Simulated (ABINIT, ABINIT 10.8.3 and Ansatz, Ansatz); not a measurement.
## Excitons of KNa3H4 (Pm-3m): kernels and approximations

Wanted: excitons and ε₂ of KNa3H4 (Pm-3m), with cost.

Program: ABINIT 10.8.3 and Ansatz 0.2.0. Level of theory: LDA and many-body steps on it, plane waves. Results are calculated unless marked as measured.

## Step 1: Starting point

The structure is cubic, space group Pm-3m (No. 221). Conventional cell: a = 5.119 Å, b = 5.119 Å, c = 5.119 Å, α = 90.00°, β = 90.00°, γ = 90.00°. Nearest to K lie 6 H at 2.56 Å. Nearest to Na lie 6 H at 2.56 Å. Nearest to H lie 6 Na at 2.56 Å. H has 4 Na at 2.56 Å and 2 K at 2.56 Å nearest. Farther neighbours are not listed.

The cell and positions are those that the Materials Project relaxed with its own functionals (PBE, PBE+U or r2SCAN), kept fixed.

## Step 2: Empty states on the mesh, 2×2×2 mesh, 93 bands

This step: ABINIT 10.8.3; DFT, LDA, plane waves, norm-conserving pseudopotentials.

The sums over transitions need many empty states on a uniform mesh; this step solves for them.

File run.abi:

```
acell 3*1.0 Angstrom
rprim 
  5.118641000000 0.000000000000 0.000000000000
  0.000000000000 5.118641000000 0.000000000000
  0.000000000000 0.000000000000 5.118641000000
ntypat 3
znucl 19 11 1
natom 8
typat 1 2 2 2 3 3 3 3
xred 
  0.500000000000 0.500000000000 0.500000000000
  -0.000000000000 -0.000000000000 0.500000000000
  -0.000000000000 0.500000000000 -0.000000000000
  0.500000000000 -0.000000000000 -0.000000000000
  -0.000000000000 -0.000000000000 -0.000000000000
  0.500000000000 0.500000000000 -0.000000000000
  0.500000000000 -0.000000000000 0.500000000000
  -0.000000000000 0.500000000000 0.500000000000
pp_dirpath "pseudos"
pseudos "K.upf, Na.upf, H.upf"
ecut 38
ngkpt 2 2 2
nshiftk 1
shiftk 0 0 0
kptopt 1
chksymbreak 0
iscf -2
irdden 1
istwfk *1
nband 93
nbdbuf 8
tolwfr 1e-09
nstep 60
prtvol 0
indata_prefix "in"
outdata_prefix "out"
tmpdata_prefix "tmp"
```

Command:

```sh
OMP_NUM_THREADS=1 mpirun -n 4 abinit run.abi > log
```

Numbers of over 12 decimals in the logs are rounded to 6 here.

The program printed:

```text
.Version 10.8.3 of ABINIT. v10.8.2 released Aug 2026.

 Symmetries : space group Pm -3 m (#221); Bravais cP (primitive cubic)
[... echo of the input left out ...]
== DATASET  1 ==================================================================
-   mpi_nproc: 4, omp_nthreads: 1 (-1 if OMP is not activated)

--- !DatasetInfo
iteration_state: {dtset: 1, }
dimensions: {natom: 8, nkpt: 4, mband: 93, nsppol: 1, nspinor: 1, nspden: 1, mpw: 10131, }
cutoff_energies: {ecut:  38.0, pawecutdg:  -1.0, }
[...]
0.99927    0.99927    0.99927    1.06972    1.07440    1.07440    1.07440    1.10072
   1.10072    1.11358    1.12688    1.12688    1.12688    1.12836    1.12836    1.12836
   1.15376    1.15376    1.15376    1.16085    1.16085
 prteigrs : prtvol=0 or 1, do not print more k-points.

== END DATASET(S) ==============================================================
================================================================================

 -outvars: echo values of variables after computation  --------
            nband          93
             nkpt           4
          spgroup         221
 [... the other variables as echoed above ...]

 Calculation completed.
```

Wall time 26 s (4 MPI ranks of Arm Neoverse V1, shared host); peak memory 0.39 GiB.

This step gave:

- gap: 2.594 eV
- k of the valence top: 0.5, 0, 0
- k of the conduction bottom: 0.5, 0.5, 0.5
- least direct gap: 3.160 eV
- k points computed: 4
- lowest point of the top converged band, above the valence top: 30.90 eV

On this mesh the gap is 2.594 eV.

The density comes from a self-consistent run that is not shown.

## Step 3: Screening, 2×2×2 mesh, 85 bands, screening to 98 eV

The RPA dielectric matrix is built and inverted for each q.

This step: RPA screening on LDA, plane waves, norm-conserving pseudopotentials.

Changes to run.abi since step 2:

```diff
@@ -26,10 +26,11 @@
 chksymbreak 0
-iscf -2
-irdden 1
 istwfk *1
-nband 93
-nbdbuf 8
-tolwfr 1e-09
-nstep 60
-prtvol 0
+occopt 1
+irdwfk 1
+optdriver 3
+nband 85
+ecuteps 3.6
+inclvkb 2
+awtr 1
+symchi 1
 indata_prefix "in"
```

The program printed:

```text
.Version 10.8.3 of ABINIT. v10.8.2 released Aug 2026.

 Symmetries : space group Pm -3 m (#221); Bravais cP (primitive cubic)
[... echo of the input left out ...]
== DATASET  1 ==================================================================
-   mpi_nproc: 4, omp_nthreads: 1 (-1 if OMP is not activated)

--- !DatasetInfo
iteration_state: {dtset: 1, }
dimensions: {natom: 8, nkpt: 4, mband: 85, nsppol: 1, nspinor: 1, nspden: 1, mpw: 10131, }
cutoff_energies: {ecut:  38.0, pawecutdg:  -1.0, }
[...]
--------------------------------------------------------------------------------
[... chi0 elements left out ...]
 For q-point:  0.000010 0.000020 0.000030
  dielectric constant =   3.2706
  dielectric constant without local fields =   3.6816

  Average fulfillment of the sum rule on Im[epsilon] for q-point    1 :     35.57  [%]
[... wings left out ...]
  q-point number  2        q = ( 0.500000, 0.000000, 0.000000) [r.l.u.]
--------------------------------------------------------------------------------
[... chi0 elements left out ...]
  Average fulfillment of the sum rule on Im[epsilon] for q-point    2 :     40.03  [%]

 [... 2 further q-points ...]
```

It took 15 s on 4 MPI ranks; peak memory 1.2 GiB; 61 s of CPU time.

This step gave:

| Property | Result |
| --- | --- |
| ε∞ with local fields, on this mesh, along the program's q direction | 3.271 |
| the same without local fields | 3.682 |
| plasma frequency | 20.28 eV |
| plane waves in the screening matrix | 305 |

Local fields lower ε∞ by 11 %. On a Γ-centred mesh this coarse the value itself is usually too large, while a short band sum pulls it down.

## Step 4: Self-energy, 2×2×2 mesh, 85 bands, screening to 98 eV

The self-energy is evaluated for the states that the input lists, and the levels follow from it, in one-shot runs by the linearised quasiparticle equation.

This step: G0W0 on LDA, plane waves, norm-conserving pseudopotentials.

Changes to run.abi since step 3:

```diff
@@ -29,8 +29,19 @@
 irdwfk 1
-optdriver 3
+optdriver 4
 nband 85
+gwcalctyp 0
+ecutsigx 38
+symsigma 1
+nkptgw 3
+kptgw 
+  0.5000000000 0.0000000000 0.0000000000
+  0.5000000000 0.5000000000 0.5000000000
+  0.0000000000 0.0000000000 0.0000000000
+bdgw 
+  19 22
+  18 23
+  18 23
 ecuteps 3.6
-inclvkb 2
-awtr 1
-symchi 1
+irdscr 1
+ppmodel 1
 indata_prefix "in"
```

The program printed:

```text
.Version 10.8.3 of ABINIT. v10.8.2 released Aug 2026.

 Symmetries : space group Pm -3 m (#221); Bravais cP (primitive cubic)
[... echo of the input left out ...]
== DATASET  1 ==================================================================
-   mpi_nproc: 4, omp_nthreads: 1 (-1 if OMP is not activated)

--- !DatasetInfo
iteration_state: {dtset: 1, }
dimensions: {natom: 8, nkpt: 4, mband: 85, nsppol: 1, nspinor: 1, nspden: 1, mpw: 10131, }
cutoff_energies: {ecut:  38.0, pawecutdg:  -1.0, }
[...]
Band     E0 <VxcDFT>   SigX SigC(E0)      Z dSigC/dE  Sig(E)    E-E0       E
[...]
22   4.019  -7.703  -3.435  -2.877   0.821  -0.218  -6.562   1.141   5.160
       23   4.019  -7.703  -3.435  -2.877   0.821  -0.218  -6.562   1.141   5.160

== END DATASET(S) ==============================================================
================================================================================

 -outvars: echo values of variables after computation  --------
           etotal      0.0000000000E+00
            nband          85
             nkpt           4
          spgroup         221
 [... the other variables as echoed above ...]

 Calculation completed.
```

The job ended after 12 s (4 MPI ranks; peak memory 1.1 GiB; 47 s of CPU time).

This step gave:

```
G0W0 gap on the points computed              : 4.716 eV
starting gap on the mesh                     : 2.594 eV
k of the valence top                         : 0.5, 0, 0
k of the conduction bottom                   : 0.5, 0.5, 0.5
least direct G0W0 gap on the computed points : 5.358 eV
```

The gap on the mesh goes from 2.59 eV to 4.72 eV, a correction of +2.12 eV.

The gap opens by 2.122 eV; the next steps shift the empty bands rigidly by 2.122 eV. The least direct G0W0 gap is 5.358 eV, so this shift leaves the direct transitions −0.08 eV off.

## Step 5: Excitons

Optical absorption needs the electron-hole interaction, solved here in a basis of vertical transitions on the mesh.

This step: Bethe-Salpeter equation on LDA with a scissors shift, plane waves, norm-conserving pseudopotentials.

Changes to run.abi since step 4:

```diff
@@ -29,19 +29,17 @@
 irdwfk 1
-optdriver 4
-nband 85
-gwcalctyp 0
-ecutsigx 38
-symsigma 1
-nkptgw 3
-kptgw 
-  0.5000000000 0.0000000000 0.0000000000
-  0.5000000000 0.5000000000 0.5000000000
-  0.0000000000 0.0000000000 0.0000000000
-bdgw 
-  19 22
-  18 23
-  18 23
+optdriver 99
+bs_calctype 1
+mbpt_sciss 2.122 eV
+bs_loband 17
+nband 29
+bs_exchange_term 1
+bs_coulomb_term 11
+bs_coupling 0
+bs_algorithm 1
+bs_freq_mesh 0 11 0.1 eV
+zcut 0.15 eV
 ecuteps 3.6
+ecutwfn 19
+inclvkb 2
 irdscr 1
-ppmodel 1
 indata_prefix "in"
```

The program printed:

```text
.Version 10.8.3 of ABINIT. v10.8.2 released Aug 2026.

 Symmetries : space group Pm -3 m (#221); Bravais cP (primitive cubic)
[... echo of the input left out ...]
== DATASET  1 ==================================================================
-   mpi_nproc: 4, omp_nthreads: 1 (-1 if OMP is not activated)

--- !DatasetInfo
iteration_state: {dtset: 1, }
dimensions: {natom: 8, nkpt: 4, mband: 29, nsppol: 1, nspinor: 1, nspden: 1, mpw: 3695, }
cutoff_energies: {ecut:  19.0, pawecutdg:  -1.0, }
electrons: {nelect:   4.00000000E+01, charge:   0.00000000E+00, occopt:   1.00000000E+00, tsmear:   1.00000000E-02, }

 Exciton: Calculation of dielectric properties by solving the Bethe-Salpeter equation
 in frequency domain and reciprocal space on a transitions basis set.
 Based on a program developed by L. Reining, V. Olevano, F. Sottile,
 S. Albrecht, and G. Onida. Incorporated in ABINIT by M. Giantomassi.

.Using double precision arithmetic ; gwpc =  8

[... cell and pseudopotentials left out ...]
--------------------------------------------------------------------------------

 ==== K-mesh for the wavefunctions ====
 Number of points in the irreducible wedge :     4
[... list of points left out ...]
 Together with 48 symmetry operations and time-reversal symmetry
 yields     8 points in the full Brillouin Zone.

 ==== Q-mesh for the screening function ====
 Number of points in the irreducible wedge :     4
[... list of points left out ...]
 Together with 48 symmetry operations and time-reversal symmetry
 yields     8 points in the full Brillouin Zone.

 vcoul_init : cutoff-mode = AUXILIARY_FUNCTION
 q-points for optical limit:   1
     1)      0.000010    0.000020    0.000030
 setmesh: FFT mesh size selected  =    27x   27x   27
          total number of points  =        19683

 ==== Fundamental parameters for the solution of the Bethe-Salpeter equation: ====
 Algorithm: Direct diagonalization.
 Dimension of the v, W matrices,  npweps  = 305
 Cutoff for the wavefunctions,    npwwfn  = 3695
 Number of k-points in the IBZ,   nkibz   = 4
 Highest empty band included,     nband   = 29
 === Spin UP ===
 Number of resonant transitions          288
 Lowest occupied state                   17
 Highest occupied state                  20
 Lowest unoccupied state                 21
 Highest unoccupied state                29
 Minimum frequency [eV]           Emin    =   0.00
 Maximum frequency [eV]           Emax    =  11.00
 Frequency step [eV]              dE      =   0.10
 Lorentzian broadening [eV]       eta     =   0.15
 RPA L0 with KS energies and KS wavefunctions
 Scissors operator energy [eV] =          2.12
 Local fields effects (v term) included
 Excitonic effects (W term) included
 Full W_GG' included
 W is read from an external SCR file
 Resonant-only calculation (Hermitian case)

 Calculating epsilon_Macro(q-->0,w), along the following directions:
 q = (  1.539479  0.000000  0.000000) [r.l.u.]
 q = (  0.000000  1.539479  0.000000) [r.l.u.]
 q = (  0.000000  0.000000  1.539479) [r.l.u.]
 q = (  1.539479  0.000000  0.000000) [r.l.u.]
 q = (  0.000000  1.539479  0.000000) [r.l.u.]
 q = (  0.000000  0.000000  1.539479) [r.l.u.]
 Number of electrons calculated from density =   39.9061; Expected =   40.0000
 average of density, n =  0.044094
 r_s =    1.7559
 omega_plasma =   20.2556 [eV]

. Writing resonant excitonic Hamiltonian on file out_BSR; file size=   0.00 [Gb].
 Direct diagonalization of the resonant excitonic Hamiltonian, Matrix size= 288
. Using LAPACK sequential version.
 Excitonic eigenvalues in eV up to n=   32
   4.20074   4.20087   4.20096   4.23541   4.23542   4.23544   4.26330   4.26332
   4.26510   4.78163   4.78187   4.78226   5.37269   5.37288   5.37318   5.59832
   5.59866   5.59999   5.71963   5.71974   5.71993   5.92576   5.92578   5.92582
   5.99574   5.99575   5.99586   6.02297   6.02322   6.02338   6.11799   6.11873

 First excitonic eigenvalue=    4.20 [eV]
 Last  excitonic eigenvalue=   13.40 [eV]

 GW  direct gap       5.28  0.00 [eV]
 EXC direct gap       4.20  0.00 [eV]
 EXC binding energy   1.08  0.00 [eV]

 Excitonic eigenvalues up to the GW energy gap [eV]
  1 (  4.20  0.00)
  2 (  4.20  0.00)
  3 (  4.20  0.00)
  4 (  4.24  0.00)
  5 (  4.24  0.00)
  6 (  4.24  0.00)
[...]
10 (  4.78  0.00)
 11 (  4.78  0.00)
 12 (  4.78  0.00)

 Macroscopic dielectric function:
 omega [eV] <KS_RPA_nlf>  <GW_RPA_nlf>  <BSE>
   0.0000   3.4149   0.0000   2.6564   0.0000   3.2198   0.0000
   0.1000   3.4162   0.0039   2.6567   0.0011   3.2206   0.0027
   0.2000   3.4201   0.0078   2.6578   0.0022   3.2233   0.0053
   0.3000   3.4265   0.0118   2.6597   0.0033   3.2277   0.0080
   0.4000   3.4357   0.0159   2.6622   0.0044   3.2339   0.0108
   0.5000   3.4476   0.0201   2.6655   0.0055   3.2420   0.0136
   0.6000   3.4624   0.0245   2.6696   0.0067   3.2519   0.0164
   0.7000   3.4802   0.0292   2.6744   0.0079   3.2638   0.0194
   0.8000   3.5011   0.0341   2.6801   0.0091   3.2777   0.0225
   0.9000   3.5254   0.0394   2.6865   0.0103   3.2937   0.0257

 Writing KS-RPA macroscopic dielectric function without local fields to file: out_RPA_NLF_MDF
 Writing GW-RPA macroscopic dielectric function without local fields to file: out_GW_NLF_MDF
 Writing EXC Macroscopic dielectric function to file: out_EXC_MDF

== END DATASET(S) ==============================================================
================================================================================

 -outvars: echo values of variables after computation  --------
           etotal      0.0000000000E+00
            nband          29
             nkpt           4
          spgroup         221
 [... the other variables as echoed above ...]

 Calculation completed.
```

The job ended after 7.9 s (4 MPI ranks; peak memory 0.48 GiB; 31 s of CPU time).

This step gave:

```yaml
direct_gap_of_the_transition_levels: 5.282 eV
transitions_in_the_window: 288
first_strong_exciton_over_a_fiftieth_of_the_strongest_listed: 4.235 eV
lowest_state: 4.201 eV
binding_of_the_lowest_state_below_the_direct_gap: 1.081 eV
coulomb_term_of_one_mesh_cell: 1.221 eV
```

The binding is 0.89 times the screened Coulomb term of one mesh cell (1.22 eV), so it is not shown settled.

The lowest state lies at 4.201 eV, 1.081 eV under the direct gap.

Lines within 3 meV are set at the lowest of them, and the highest group, which the list may cut short, is left out. Lines of the exciton spectrum (strongest = 100):

| position (eV) | lines merged | oscillator strength, relative |
| --- | --- | --- |
| 4.201 | 3 | 0.0 |
| 4.235 | 3 | 100 |
| 4.263 | 3 | 0.0 |
| 4.782 | 3 | 29 |
| 5.373 | 3 | 67 |

Mean over the three Cartesian directions of q; broadening 0.15 eV; transition window only. Limits: finite bands, cutoff and mesh; coarse k mesh; exciton not shown settled in the k mesh. The ε₂ by photon energy; read off at these points:

| photon energy (eV) | BSE | no electron-hole interaction | Kohn-Sham, no shift |
| --- | --- | --- | --- |
| 0.00 | 0 | 0 | 0 |
| 0.30 | 0.008 | 0.0033 | 0.0118 |
| 0.60 | 0.0164 | 0.0067 | 0.0245 |
| 0.90 | 0.0257 | 0.0103 | 0.0394 |
| 1.20 | 0.0364 | 0.0142 | 0.058 |
| 1.50 | 0.0493 | 0.0185 | 0.0836 |
| 1.80 | 0.0658 | 0.0235 | 0.122 |
| 2.10 | 0.0878 | 0.0294 | 0.188 |
| 2.40 | 0.119 | 0.0365 | 0.326 |
| 2.70 | 0.167 | 0.0455 | 0.729 |
| 2.90 | 0.215 | 0.0529 | 1.71 |
| 3.20 | 0.337 | 0.0671 | 6.02 |
| 3.50 | 0.609 | 0.0872 | 2.33 |
| 3.80 | 1.48 | 0.118 | 2.64 |
| 4.10 | 7.02 | 0.168 | 1.53 |
| 4.20 | 11.9 | 0.193 | 1.91 |
| 4.40 | 6.25 | 0.266 | 4.89 |
| 4.70 | 4.33 | 0.511 | 5.49 |
| 4.80 | 4.90 | 0.686 | 4.67 |
| 5.00 | 2.89 | 1.54 | 3.76 |
| 5.30 | 7.50 | 6.32 | 3.01 |
| 5.40 | 8.86 | 4.23 | 1.94 |
| 5.60 | 4.30 | 2.30 | 1.38 |
| 5.90 | 4.17 | 2.92 | 3.25 |
| 6.20 | 3.22 | 1.49 | 4.12 |
| 6.50 | 1.34 | 4.32 | 4.80 |
| 6.80 | 1.66 | 5.96 | 1.79 |
| 7.00 | 3.80 | 4.66 | 1.39 |
| 7.10 | 3.41 | 3.89 | 1.78 |
| 7.40 | 2.05 | 3.33 | 2.35 |
| 7.70 | 1.22 | 1.38 | 1.31 |
| 8.00 | 0.950 | 3.06 | 0.748 |
| 8.20 | 0.987 | 3.52 | 1.26 |
| 8.50 | 1.57 | 5.42 | 1.03 |
| 8.80 | 0.657 | 3.09 | 1.42 |
| 9.10 | 0.540 | 1.36 | 0.761 |
| 9.40 | 1.15 | 2.06 | 0.512 |
| 9.70 | 0.510 | 1.81 | 0.422 |
| 10.00 | 0.205 | 0.786 | 0.140 |
| 10.30 | 0.230 | 1.20 | 0.0832 |
| 10.60 | 0.179 | 1.02 | 0.0597 |
| 10.90 | 0.133 | 1.40 | 0.0465 |

## Step 6: Triplet (no exchange term)

Changes to run.abi since step 5:

```diff
@@ -33,4 +33,4 @@
 bs_loband 17
-nband 29
-bs_exchange_term 1
+nband 25
+bs_exchange_term 0
 bs_coulomb_term 11
@@ -38,3 +38,3 @@
 bs_algorithm 1
-bs_freq_mesh 0 11 0.1 eV
+bs_freq_mesh 0 9 0.05 eV
 zcut 0.15 eV
```

The program printed:

```text
.Version 10.8.3 of ABINIT. v10.8.2 released Aug 2026.

 Symmetries : space group Pm -3 m (#221); Bravais cP (primitive cubic)
[... echo of the input left out ...]
== DATASET  1 ==================================================================
-   mpi_nproc: 4, omp_nthreads: 1 (-1 if OMP is not activated)

--- !DatasetInfo
iteration_state: {dtset: 1, }
dimensions: {natom: 8, nkpt: 4, mband: 25, nsppol: 1, nspinor: 1, nspden: 1, mpw: 3695, }
cutoff_energies: {ecut:  19.0, pawecutdg:  -1.0, }
electrons: {nelect:   4.00000000E+01, charge:   0.00000000E+00, occopt:   1.00000000E+00, tsmear:   1.00000000E-02, }

 Exciton: Calculation of dielectric properties by solving the Bethe-Salpeter equation
 in frequency domain and reciprocal space on a transitions basis set.
 Based on a program developed by L. Reining, V. Olevano, F. Sottile,
 S. Albrecht, and G. Onida. Incorporated in ABINIT by M. Giantomassi.

.Using double precision arithmetic ; gwpc =  8

[... cell and pseudopotentials left out ...]
--------------------------------------------------------------------------------

 ==== K-mesh for the wavefunctions ====
 Number of points in the irreducible wedge :     4
[... list of points left out ...]
 Together with 48 symmetry operations and time-reversal symmetry
 yields     8 points in the full Brillouin Zone.

 ==== Q-mesh for the screening function ====
 Number of points in the irreducible wedge :     4
[... list of points left out ...]
 Together with 48 symmetry operations and time-reversal symmetry
 yields     8 points in the full Brillouin Zone.

 vcoul_init : cutoff-mode = AUXILIARY_FUNCTION
 q-points for optical limit:   1
     1)      0.000010    0.000020    0.000030
 setmesh: FFT mesh size selected  =    27x   27x   27
          total number of points  =        19683
[...]
average of density, n =  0.044094
 r_s =    1.7559
 omega_plasma =   20.2556 [eV]

. Writing resonant excitonic Hamiltonian on file out_BSR; file size=   0.00 [Gb].
 Direct diagonalization of the resonant excitonic Hamiltonian, Matrix size= 160
. Using LAPACK sequential version.
 Excitonic eigenvalues in eV up to n=   32
   3.99756   3.99756   3.99757   4.00578   4.00578   4.00579   4.25793   4.26659
   4.26659   4.58129   4.58129   4.58130   5.23210   5.23210   5.23211   5.40931
   5.40932   5.40933   5.65752   5.65780   5.65826   5.88628   5.88668   5.88734
   5.96055   5.96055   5.96056   6.01201   6.01667   6.02405   6.12209   6.12500

 First excitonic eigenvalue=    4.00 [eV]
 Last  excitonic eigenvalue=   11.52 [eV]

 GW  direct gap       5.28  0.00 [eV]
 EXC direct gap       4.00  0.00 [eV]
 EXC binding energy   1.28  0.00 [eV]

 Excitonic eigenvalues up to the GW energy gap [eV]
  1 (  4.00  0.00)
  2 (  4.00  0.00)
  3 (  4.00  0.00)
[...]
14 (  5.23  0.00)
 15 (  5.23  0.00)

 Macroscopic dielectric function:
 omega [eV] <KS_RPA_nlf>  <GW_RPA_nlf>  <BSE>
   0.0000   3.0679   0.0000   2.3865   0.0000   2.9521   0.0000
   0.0500   3.0682   0.0018   2.3866   0.0005   2.9523   0.0014
   0.1000   3.0691   0.0037   2.3868   0.0010   2.9530   0.0028
[...]
0.4000   3.0876   0.0151   2.3919   0.0041   2.9672   0.0115
   0.4500   3.0930   0.0171   2.3933   0.0046   2.9713   0.0130

 Writing KS-RPA macroscopic dielectric function without local fields to file: out_RPA_NLF_MDF
 Writing GW-RPA macroscopic dielectric function without local fields to file: out_GW_NLF_MDF
 Writing EXC Macroscopic dielectric function to file: out_EXC_MDF

== END DATASET(S) ==============================================================
================================================================================

 -outvars: echo values of variables after computation  --------
           etotal      0.0000000000E+00
            nband          25
             nkpt           4
          spgroup         221
 [... the other variables as echoed above ...]

 Calculation completed.
```

Elapsed: 5 s, on 4 MPI ranks; peak memory 0.4 GiB; 20 s of CPU time.

The lowest triplet lies at 3.998 eV; without spin-orbit coupling triplets are dark, so no spectrum is read.

(Continued in part 2 of 3.)

[Paths, hosts, dates, memory and timing lines, banners, echoed tables and standing remarks are left out of the program output.]

[Logs are printed without paths, hosts, clocks, repeated set-up lines and the standing remarks that a program may print on its own settings, such as how far it seeks lower states.]

[Runs of the session that timed out or met a known fault of the program may be left out.]

[Hosts, paths, dates, database ids (printed as entryN), source tags and the programs' standing remarks are cut or masked in the printed files.]

[G0W0 gaps are taken among the corrected bands and points alone; a level outside them can change the order at an edge.]

[Where Ansatz stands beside ABINIT at settings called matched, ABINIT's density can come from a denser mesh and the files from another edition; pairs whose starting gaps differed by over 0.03 eV were left out, so agreement reads better than it is.]
